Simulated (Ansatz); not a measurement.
# Y on Ni(111): change of the work function, part 4 of 5

How does one ordered layer of Y (hcp site) change the work function of Ni(111), and what dipole does each adsorbate carry?

Ansatz 0.2.0; plane-wave DFT, PBE-D3(BJ), Ansatz PAW.

So far, work function, upper face (eV): step 2 (the clean slab) 5.07; step 3 (adsorbate added) 2.51; step 5 (the slab at 0.25 ML, atoms frozen) 2.51; step 6 (the substrate of the 0.25 ML cell alone) 5.06.

## (8) Density difference at 0.25 ML

This step: plane-wave DFT, PBE-D3(BJ), Ansatz PAW; density difference on adsorption (Ansatz 0.2.0).

The densities of the parts are taken from that of the whole and averaged over planes; the first moment of what is left gives the step in the potential.

This step gave:

| Quantity | Value |
| --- | --- |
| largest charge moved | 0.01444 e/Å² |
| potential step from the moved charge | -2.534 eV |

The electron density difference oscillates, so the rows of the table below give means over windows of 0.5 Å about each position, cut where the curve ends. Its maxima inside the range that stand out by 2 % of the span (Å: e/Å³): 12.79: 0.00221, 13.35: 0.00403, 15.04: -0.00247, 15.88: 0.0291, 17.57: 7.3e-4. Its minima: 11.24: -5.5e-4, 13.07: -0.00334, 14.76: -0.00569, 15.32: -0.00912, 17.01: -0.0161, 18.27: -0.00692.

Planar mean, whole system less its parts. Electron density difference against z; means over each step:

```
z (Å)  electron density difference (e/Å³)
  6.0                              2.6e-6
  6.5                              4.3e-6
  7.0                              2.0e-6
  7.5                             -2.5e-5
  8.0                             -1.2e-4
  8.5                             -1.1e-4
  9.0                              3.7e-4
  9.5                             -2.4e-4
 10.0                             -6.0e-6
 10.5                              1.5e-4
 11.0                             -1.5e-4
 11.5                             -3.2e-4
 12.0                             -1.2e-4
 12.5                              6.0e-4
 13.0                             -5.7e-4
 13.5                             0.00164
 14.0                            -0.00384
 14.5                            -0.00510
 15.0                            -0.00476
 15.5                             0.00507
 16.0                              0.0266
 16.5                             0.00895
 17.0                             -0.0121
 17.5                            -0.00239
 18.0                            -0.00462
 18.5                            -0.00592
 19.0                            -0.00281
 19.5                             -6.6e-4
 20.0                              3.8e-5
 20.5                              1.6e-4
 21.0                              1.2e-4
 21.5                              7.2e-5
 22.0                              3.8e-5
 22.5                              1.8e-5
 23.0                              8.5e-6
 23.5                              3.9e-6
 24.0                              1.6e-6
```

Planar mean, whole system less its parts. Table of electrons moved below z by z:

```
z (Å)  electrons moved below z (e/Å²)
    5                          4.6e-7
    6                          1.9e-6
    7                          5.8e-6
    8                         -3.7e-5
    9                          2.1e-5
   10                         -8.5e-5
   11                         -2.6e-5
   12                         -2.5e-4
   13                         -2.5e-4
   14                         -4.4e-4
   15                        -0.00499
   16                         0.00521
   17                          0.0102
   18                         0.00565
   19                          4.2e-4
   20                         -2.4e-4
   21                         -9.0e-5
   22                         -2.2e-5
   23                         -4.3e-6
   24                         -5.7e-7
```

## (9) The same run with other settings: scf.lower_state_search = "light"

This step: plane-wave DFT, PBE-D3(BJ), Ansatz PAW (Ansatz 0.2.0).

System of this step: YNi16 (Y/Ni(111)). The cell holds 17 atoms: 16 Ni and 1 Y. Its edges and angles: a = 4.978 Å, b = 4.978 Å, c = 26.986 Å, α = 90.0°, β = 90.0°, γ = 60.0°. Vacuum lies along c.

A run with a changed input: it repeats the earlier run at 0.25 ML with scf.lower_state_search to light; its output block differs too.

input.yaml reads:

```yaml
crystal:
  lattice:
    - [4.9780317395, 0.0, 0.0]
    - [2.4890158698, 4.3111019473, 0.0]
    - [0.0, 0.0, 26.985705089]
  atoms:
    - { symbol: Ni, position: [0.0, 0.0, 0.3335099072], spin: 0.7 }
    - { symbol: Ni, position: [0.1666666667, 0.1666666667, 0.4088191474], spin: 0.7 }
    - { symbol: Ni, position: [0.3333333333, 0.3333333333, 0.4826580653], spin: 0.71 }
    - { symbol: Ni, position: [0.0, 0.0, 0.5565301715], spin: 0.7 }
    - { symbol: Ni, position: [0.0, 0.5, 0.3335099072], spin: 0.7 }
    - { symbol: Ni, position: [0.1666666667, 0.6666666667, 0.4088191474], spin: 0.7 }
    - { symbol: Ni, position: [0.3333333333, 0.8333333333, 0.4826580653], spin: 0.71 }
    - { symbol: Ni, position: [0.0, 0.5, 0.5565301715], spin: 0.7 }
    - { symbol: Ni, position: [0.5, 0.0, 0.3335099072], spin: 0.7 }
    - { symbol: Ni, position: [0.6666666667, 0.1666666667, 0.4088191474], spin: 0.7 }
    - { symbol: Ni, position: [0.8333333333, 0.3333333333, 0.4826580653], spin: 0.71 }
    - { symbol: Ni, position: [0.5, 0.0, 0.5565301715], spin: 0.7 }
    - { symbol: Ni, position: [0.5, 0.5, 0.3335099072], spin: 0.7 }
    - { symbol: Ni, position: [0.6666666667, 0.6666666667, 0.4088191474], spin: 0.7 }
    - { symbol: Ni, position: [0.8333333333, 0.8333333333, 0.4826580653], spin: 0.71 }
    - { symbol: Ni, position: [0.5, 0.5, 0.5565301715], spin: 0.7 }
    - { symbol: "Y", position: [0.3333333333, 0.3333333333, 0.6664900928] }
magnetization:
  spin_polarized: true
kpoints:
  mp_grid: { grid: [7, 7, 1] }
hamiltonian:
  xc: pbe
  dispersion: d3bj
scf:
  occupations: { method: fermi_dirac, width: 0.1 }
  convergence: { dr2_threshold: 1.0e-08 }
  lower_state_search: light
efield:
  axis: 3
  dipole_correction: true
  ramp_position: 0.97
  ramp_width: 0.06
relax:
  f_tol: 0.02
  max_steps: 60
  constraints: [{ sites: [0, 1, 4, 5, 8, 9, 12, 13] }]
output:
  bader: true
  dos: { projected: true, e_range: [-8, 4] }
  write_potential: true
  write_density: true
  volumetric_format: npy
```

On the command line:

```
> ansatz run input.yaml --threads 4 --pin off --max-ram 12288MiB --backend cpu --events-out ev --progress --plain --runs-dir out
```

Numbers of over 12 decimals in the logs are rounded to 6 here.

The log of the run:

```text
[...]
Crystal: 17 atoms, lattice volume = 579.135 Å³
Basis set: ecut = 420 eV, 11281 PW (Γ), exchange–correlation on 72×72×384 points (8 copies of the dense FFT grid, shifted against one another)
Bands: 187, of which v1, the nominal top of the filled ones, is band 150 counted from 1 (149 counted from 0)
Symmetry: 6 space group operations
k-points: 8 of 49 (time reversal used)
[...]
Starting moments: Σ|m| = 11.24 μB on 16 of 17 sites
[...]
SCF iter   1: F=—  HF=-97272.363299 eV  |F-HF|=—  |Δ(HF+E_count)|=         —  Δρ=2.06e-2 (↑1.32e-2 ↓2.06e-2)  dr2=8.65e1  dr2_m=5.58e-1  M=11.186 μB ∫|m|=11.815 μB  β_m=1.00  ethr=3.10e-3  p=0.000 e·Å  D=1.94e-6 V/Å  ΔV_dip=-0.00 eV  dr2_dipole=2.85e1  V_vac-E_F(+/−)=6.91/6.91 eV  ⟨swp⟩=8.7  Hψ=14133  notcnv=0  defer=190
[...]
SCF iter  25: F=-97284.997969 eV  HF=-97284.997969 eV  |F-HF|=2.33e-10  |Δ(HF+E_count)|=   4.28e-9  Δρ=4.82e-7 (↑2.48e-7 ↓4.82e-7)  dr2=2.17e-9  dr2_m=2.39e-10  M=9.626 μB ∫|m|=11.715 μB  ethr=3.34e-12  p=0.212 e·Å  D=6.62e-2 V/Å  ΔV_dip=-1.79 eV  dr2_dipole=1.94e-11  V_vac-E_F(+/−)=3.28/5.07 eV  ⟨swp⟩=14.4  Hψ=22449  notcnv=0
SCF 1 converged in 25 iterations: F = -97284.997969 eV  dr2 = 2.17e-9
[...]
relax step   1: F+E_penalty+E_count = -97284.99796907 eV  Δ(F+E_penalty+E_count) = +0.000e0 eV  max|allowed force component| = 2.432e0 eV/Å  Δτ_max = 0.0000 Å  (25 SCF iters, accepted)
[...]
SCF iter  15: F=-97285.329599 eV  HF=-97285.329599 eV  |F-HF|=3.00e-9  |Δ(HF+E_count)|=   2.46e-8  Δρ=6.54e-7 (↑4.00e-7 ↓6.54e-7)  dr2=3.96e-9  dr2_m=4.53e-10  M=9.444 μB ∫|m|=11.462 μB  ethr=3.34e-12  p=0.216 e·Å  D=6.75e-2 V/Å  ΔV_dip=-1.82 eV  dr2_dipole=8.30e-11  V_vac-E_F(+/−)=3.24/5.07 eV  ⟨swp⟩=11.8  Hψ=21585  notcnv=0
[...]
SCF 2 converged in 15 iterations: F = -97285.329599 eV  dr2 = 3.96e-9
[...]
relax step   2: F+E_penalty+E_count = -97285.32959897 eV  Δ(F+E_penalty+E_count) = -3.316e-1 eV  max|allowed force component| = 1.495e0 eV/Å  Δτ_max = 0.1947 Å  (15 SCF iters, accepted)
SCF iter   1: F=—  HF=-97285.857493 eV  |F-HF|=—  |Δ(HF+E_count)|=         —  Δρ=3.65e-3 (↑3.06e-3 ↓3.65e-3)  dr2=1.99e-1  dr2_m=4.46e-2  M=9.221 μB ∫|m|=11.168 μB  β_m=1.00  ethr=6.62e-4  p=0.216 e·Å  D=6.75e-2 V/Å  ΔV_dip=-1.82 eV  dr2_dipole=1.56e-4  V_vac-E_F(+/−)=3.25/5.08 eV  ⟨swp⟩=4.7  Hψ=6675  notcnv=0  defer=215
[...]
SCF iter  17: F=-97285.831302 eV  HF=-97285.831302 eV  |F-HF|=8.29e-10  |Δ(HF+E_count)|=   6.23e-9  Δρ=4.27e-7 (↑2.05e-7 ↓4.27e-7)  dr2=2.75e-9  dr2_m=2.68e-10  M=9.227 μB ∫|m|=11.133 μB  ethr=3.34e-12  p=0.229 e·Å  D=7.14e-2 V/Å  ΔV_dip=-1.93 eV  dr2_dipole=5.07e-10  V_vac-E_F(+/−)=3.14/5.07 eV  ⟨swp⟩=6.3  Hψ=17356  notcnv=0
SCF 3 converged in 17 iterations: F = -97285.831302 eV  dr2 = 2.75e-9
relax step   3: F+E_penalty+E_count = -97285.83130194 eV  Δ(F+E_penalty+E_count) = -5.017e-1 eV  max|allowed force component| = 2.505e0 eV/Å  Δτ_max = 0.1986 Å  (17 SCF iters, accepted)
[...]
relax step   4: F+E_penalty+E_count = -97286.33096202 eV  Δ(F+E_penalty+E_count) = -4.997e-1 eV  max|allowed force component| = 1.962e0 eV/Å  Δτ_max = 0.1975 Å  (16 SCF iters, accepted)
[...]
relax step   5: F+E_penalty+E_count = -97286.62723517 eV  Δ(F+E_penalty+E_count) = -2.963e-1 eV  max|allowed force component| = 6.855e-1 eV/Å  Δτ_max = 0.1968 Å  (16 SCF iters, accepted)
[...]
relax step   6: F+E_penalty+E_count = -97286.70523181 eV  Δ(F+E_penalty+E_count) = -7.800e-2 eV  max|allowed force component| = 2.122e-1 eV/Å  Δτ_max = 0.1800 Å  (14 SCF iters, accepted)
[...]
relax step   7: F+E_penalty+E_count = -97286.71356076 eV  Δ(F+E_penalty+E_count) = -8.329e-3 eV  max|allowed force component| = 1.102e-1 eV/Å  Δτ_max = 0.0298 Å  (14 SCF iters, accepted)
[...]
relax step   8: F+E_penalty+E_count = -97286.71575426 eV  Δ(F+E_penalty+E_count) = -2.193e-3 eV  max|allowed force component| = 1.060e-1 eV/Å  Δτ_max = 0.0569 Å  (14 SCF iters, accepted)
SCF iter   1: F=—  HF=-97286.716627 eV  |F-HF|=—  |Δ(HF+E_count)|=         —  Δρ=3.17e-4 (↑2.45e-4 ↓3.17e-4)  dr2=1.81e-3  dr2_m=1.43e-4  M=8.580 μB ∫|m|=10.156 μB  β_m=1.00  ethr=3.78e-6  p=0.304 e·Å  D=9.50e-2 V/Å  ΔV_dip=-2.56 eV  dr2_dipole=2.40e-4  V_vac-E_F(+/−)=2.50/5.06 eV  ⟨swp⟩=2.4  Hψ=5361  notcnv=0  defer=247
[...]
SCF iter  13: F=-97286.716537 eV  HF=-97286.716537 eV  |F-HF|=4.90e-9  |Δ(HF+E_count)|=   1.19e-9  Δρ=2.37e-7 (↑2.37e-7 ↓2.30e-7)  dr2=6.09e-10  dr2_m=1.36e-10  M=8.585 μB ∫|m|=10.165 μB  ethr=1.84e-12  p=0.302 e·Å  D=9.45e-2 V/Å  ΔV_dip=-2.55 eV  dr2_dipole=6.44e-12  V_vac-E_F(+/−)=2.51/5.06 eV  ⟨swp⟩=10.1  Hψ=19913  notcnv=0
SCF 9 converged in 13 iterations: F = -97286.716537 eV  dr2 = 6.09e-10
relax step   9: F+E_penalty+E_count = -97286.71653653 eV  Δ(F+E_penalty+E_count) = -7.823e-4 eV  max|allowed force component| = 3.062e-3 eV/Å  Δτ_max = 0.0118 Å  (13 SCF iters, accepted)
[...]
SCF converged after 13 iterations
Magnetization: 8.5849 μB (153.7925 up, 145.2075 down)
Absolute magnetization: 10.1752 μB (∫|ρ↑−ρ↓|, with the PAW one-centre terms)
[...]
Per-site moments (μB) at R_I (Å): [(0.699058, 1.026719), (0.702903, 1.010743), (0.626291, 1.010743), (0.409159, 1.030155), (0.702874, 1.026719), (0.702903, 1.010743), (0.617911, 1.007492), (0.256201, 0.999284), (0.702874, 1.026719), (0.702903, 1.010743), (0.617911, 1.007492), (0.256201, 0.999284), (0.702874, 1.026719), (0.701269, 1.019685), (0.617911, 1.007492), (0.256201, 0.999284), (-0.045650, 1.032214)]
Free energy (F): -97286.716537 eV
[...]
Internal energy: -97285.819055 eV  (E = F + TS)
E sigma→0 (E₀):  -97286.267796 eV
Entropy (-TS):   -0.897482 eV (-52.793 meV/atom)
Fermi energy:    3.673939 eV
Dipole field:    D = 0.094475 V/Å  (p = 0.302367 e·Å, saw-weighted, corrected)
Work function:   Φ+ = 2.5132 eV   Φ− = 5.0627 eV
[...]
--- Forces (eV/Å), atoms counted from 1 ---
  atom   1  Ni     0.00000000    -0.00000000     0.20871017
  atom   2  Ni     0.00591408     0.00341450    -0.26302057
  atom   3  Ni    -0.00000000     0.00000000    -0.00081765
  atom   4  Ni    -0.00000000     0.00000000    -0.00111373
  atom   5  Ni    -0.00369638     0.00213410     0.22314316
  atom   6  Ni    -0.00000000    -0.00682899    -0.26302057
  atom   7  Ni    -0.00065396     0.00037756     0.00126589
  atom   8  Ni     0.00155787    -0.00089944    -0.00217366
  atom   9  Ni    -0.00000000    -0.00426821     0.22314316
  atom  10  Ni    -0.00591408     0.00341450    -0.26302057
  atom  11  Ni    -0.00000000    -0.00075512     0.00126589
  atom  12  Ni     0.00000000     0.00179888    -0.00217366
  atom  13  Ni     0.00369638     0.00213410     0.22314316
  atom  14  Ni     0.00000000    -0.00000000    -0.08747927
  atom  15  Ni     0.00065396     0.00037756     0.00126589
  atom  16  Ni    -0.00155787    -0.00089944    -0.00217366
  atom  17  Y      0.00000000     0.00000000     0.00306242
  max |Σ_I F_I| component: 6.39e-6 eV/Å
--- Band table (eV; the first three rows and the last of 16) ---
  k-point 0 ↑: bands = [... 146 lower, 3.2632, 3.2636, 3.2636, 3.4440, 3.4497, 3.4503, 3.4503, 3.7737, ... 33 higher]
  k-point 1 ↑: bands = [... 146 lower, 3.1460, 3.1623, 3.1870, 3.2736, 3.2992, 3.3477, 3.3778, 3.8862, ... 33 higher]
  k-point 2 ↑: bands = [... 146 lower, 3.0530, 3.0878, 3.1013, 3.1359, 3.1777, 3.1819, 3.2197, 3.5614, ... 33 higher]
  k-point 7 ↓: bands = [... 146 lower, 3.6878, 3.6995, 3.7386, 3.7527, 3.7667, 3.7977, 3.8162, 3.8272, ... 33 higher]
--- Relaxed structure (9 steps of the walk, 9 accepted, 0 SCFs on fresh bases) ---
  F+E_penalty+E_count = -97286.71653653 eV   max|allowed force component| = 3.062e-3 eV/Å
  atoms:
[...]
- { symbol: Ni, position: [0.166667, 0.166667, 0.4088191474] }
    - { symbol: Ni, position: [0.333333, 0.333333, 0.482364] }
    - { symbol: Ni, position: [1.388001582204839e-17, 1.3880015822064832e-17, 0.563597] }
    - { symbol: Ni, position: [-5.551115123125783e-17, 0.500000, 0.3335099072] }
    - { symbol: Ni, position: [0.166667, 0.666667, 0.4088191474] }
    - { symbol: Ni, position: [0.328448, 0.835776, 0.482789] }
    - { symbol: Ni, position: [-0.00890689, 0.504453, 0.556181] }
    - { symbol: Ni, position: [0.5, 1.3061447347913529e-17, 0.3335099072] }
    - { symbol: Ni, position: [0.666667, 0.166667, 0.4088191474] }
    - { symbol: Ni, position: [0.835776, 0.328448, 0.482789] }
    - { symbol: Ni, position: [0.504453, -0.00890689, 0.556181] }
    - { symbol: Ni, position: [0.5, 0.5, 0.3335099072] }
    - { symbol: Ni, position: [0.666667, 0.666667, 0.4088191474] }
    - { symbol: Ni, position: [0.835776, 0.835776, 0.482789] }
    - { symbol: Ni, position: [0.504453, 0.504453, 0.556181] }
    - { symbol: Y, position: [0.333333, 0.333333, 0.631076] }
--- Bader charges: 17 sites ---
  site symbol  charge [e]  shift [e]    m [muB]
     0     Ni     -0.0288     0.0001     0.6560
     1     Ni      0.0289     0.0001     0.6636
     2     Ni      0.0095     0.0001     0.5933
     3     Ni     -0.2365     0.0005     0.3742
     4     Ni     -0.0263     0.0001     0.6598
     5     Ni      0.0289     0.0001     0.6636
     6     Ni      0.0082     0.0000     0.5849
     7     Ni     -0.3106     0.0002     0.2224
     8     Ni     -0.0263     0.0001     0.6598
     9     Ni      0.0289     0.0001     0.6636
    10     Ni      0.0082     0.0000     0.5849
    11     Ni     -0.3106     0.0002     0.2224
    12     Ni     -0.0263     0.0001     0.6598
    13     Ni      0.0328     0.0002     0.6626
    14     Ni      0.0082     0.0000     0.5849
    15     Ni     -0.3105     0.0002     0.2224
    16      Y      1.1223     0.0012    -0.0933
  estimated error of the sums over rays = 3.8e-4 e
```

Wall time 18 min (4 threads of Arm Neoverse V1, shared host); peak memory 3.4 GiB.

Relaxation path:

```
step  energy less that of the first step (eV)  largest force component (eV/Å)
   1                                   0.0000                          2.4319
   2                                  -0.3316                          1.4955
   3                                  -0.8333                          2.5053
   4                                  -1.3330                          1.9622
   5                                  -1.6293                          0.6855
   6                                  -1.7073                          0.2122
   7                                  -1.7156                          0.1102
   8                                  -1.7178                          0.1060
   9                                  -1.7186                          0.0031
```

The run keeps the 6 symmetry operations that it works with, so distortions that break them were not tested.

The atoms that moved most (Å):

```
atom      dx      dy      dz  length
 Y17   0.000   0.000  -0.956   0.956
 Ni4   0.000   0.000   0.191   0.191
 Ni8  -0.033   0.019  -0.009   0.040
Ni12   0.000  -0.038  -0.009   0.040
Ni16   0.033   0.019  -0.009   0.040
 Ni7  -0.018   0.011   0.004   0.021
Ni11   0.000  -0.021   0.004   0.021
Ni15   0.018   0.011   0.004   0.021
```

Final coordinates:

```cif
data_structure
_symmetry_space_group_name_H-M 'P 1'
_symmetry_Int_Tables_number 1
_cell_length_a 4.9780
_cell_length_b 4.9780
_cell_length_c 26.9857
_cell_angle_alpha 90.000
_cell_angle_beta 90.000
_cell_angle_gamma 60.000
_cell_volume 579.13
loop_
_atom_site_label
_atom_site_type_symbol
_atom_site_fract_x
_atom_site_fract_y
_atom_site_fract_z
_atom_site_occupancy
Ni1 Ni 0.00000 0.00000 0.33351 1
Ni2 Ni 0.16667 0.16667 0.40882 1
Ni3 Ni 0.33333 0.33333 0.48236 1
Ni4 Ni 0.00000 0.00000 0.56360 1
Ni5 Ni 0.00000 0.50000 0.33351 1
Ni6 Ni 0.16667 0.66667 0.40882 1
Ni7 Ni 0.32845 0.83578 0.48279 1
Ni8 Ni 0.99109 0.50445 0.55618 1
Ni9 Ni 0.50000 0.00000 0.33351 1
Ni10 Ni 0.66667 0.16667 0.40882 1
Ni11 Ni 0.83578 0.32845 0.48279 1
Ni12 Ni 0.50445 0.99109 0.55618 1
Ni13 Ni 0.50000 0.50000 0.33351 1
Ni14 Ni 0.66667 0.66667 0.40882 1
Ni15 Ni 0.83578 0.83578 0.48279 1
Ni16 Ni 0.50445 0.50445 0.55618 1
Y17 Y 0.33333 0.33333 0.63108 1
```

Numbers from this step:

| Property | Result |
| --- | --- |
| energy at zero smearing | -97286.2678 eV |
| total moment | 8.585 μB |
| work function, upper face | 2.513 eV |
| dipole along the normal | 0.3024 e·Å |
| step between the vacuum levels | -2.549 eV |

(Continued in part 5 of 5.)

[Logs are printed without paths, hosts, clocks, repeated set-up lines and the standing remarks that a program may print on its own settings, such as how far it seeks lower states.]

[Hosts, paths, dates, database ids (printed as entryN), source tags and the programs' standing remarks are cut or masked in the printed files.]

[Maps of the electrostatic potential energy from Ansatz leave out the sawtooth potential of an applied field or a dipole correction, so their vacuum need not be flat; planar profiles and work functions include it.]
